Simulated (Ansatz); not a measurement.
Planning a run of Ansatz 0.2.0 on TiO2 (Rutile). The input:

```yaml
crystal:
  lattice:
    - [4.5969571735, 0.0, 0.0]
    - [0.0, 4.5969571735, 0.0]
    - [0.0, 0.0, 2.9535436681]
  atoms:
    - { symbol: Ti, position: [0.0, 0.0, 0.0] }
    - { symbol: Ti, position: [0.5, 0.5, 0.5] }
    - { symbol: O, position: [0.3046328041, 0.3046328041, 0.0] }
    - { symbol: O, position: [0.1953671959, 0.8046328041, 0.5] }
    - { symbol: O, position: [0.6953671959, 0.6953671959, 0.0] }
    - { symbol: O, position: [0.8046328041, 0.1953671959, 0.5] }
kpoints:
  mp_grid: { grid: [4, 4, 6] }
hamiltonian:
  xc: r2scan
scf:
  occupations: { method: fixed }
gw:
  n_empty_bands: 229
  ecut_chi: 138
  qp_bands: [v2, c2]
  qp_kpoints: band_edges
  screening: { model: contour_deformation }
```

```sh
ansatz run input.yaml --threads 3 --pin off --max-ram 92160MiB --backend cuda --events-out ev --progress --plain --runs-dir out --devices 1 --max-vram 13GiB
```

Q: How long will it take on 1 × NVIDIA H100 80GB HBM3 (shared by 6 runs) with 3 threads of AMD EPYC 7R13 (Zen 3), shared host, and how much memory?

It took 39 s; on shared hardware allow 20 s to 79 s. Peak host memory was 1.5 GiB. The sizes that set the cost: 1559 plane waves a state, 24 irreducible k points, 253 bands summed, 217 plane waves in the screening and 8 SCF cycles.

The screening grows as filled bands × empty bands × pairs of k points, times the square of the screening basis for the matrix.

[Paths, hosts, dates, memory and timing lines, banners, echoed tables and standing remarks are left out of the program output.]

[Logs are printed without paths, hosts, clocks, repeated set-up lines and the standing remarks that a program may print on its own settings, such as how far it seeks lower states.]

[Runs of the session that timed out or met a known fault of the program may be left out.]

[Cells called generated may have been cut or substituted from an entry of the Crystallography Open Database or the Materials Project.]

[Hosts, paths, dates, database ids (printed as entryN), source tags and the programs' standing remarks are cut or masked in the printed files.]
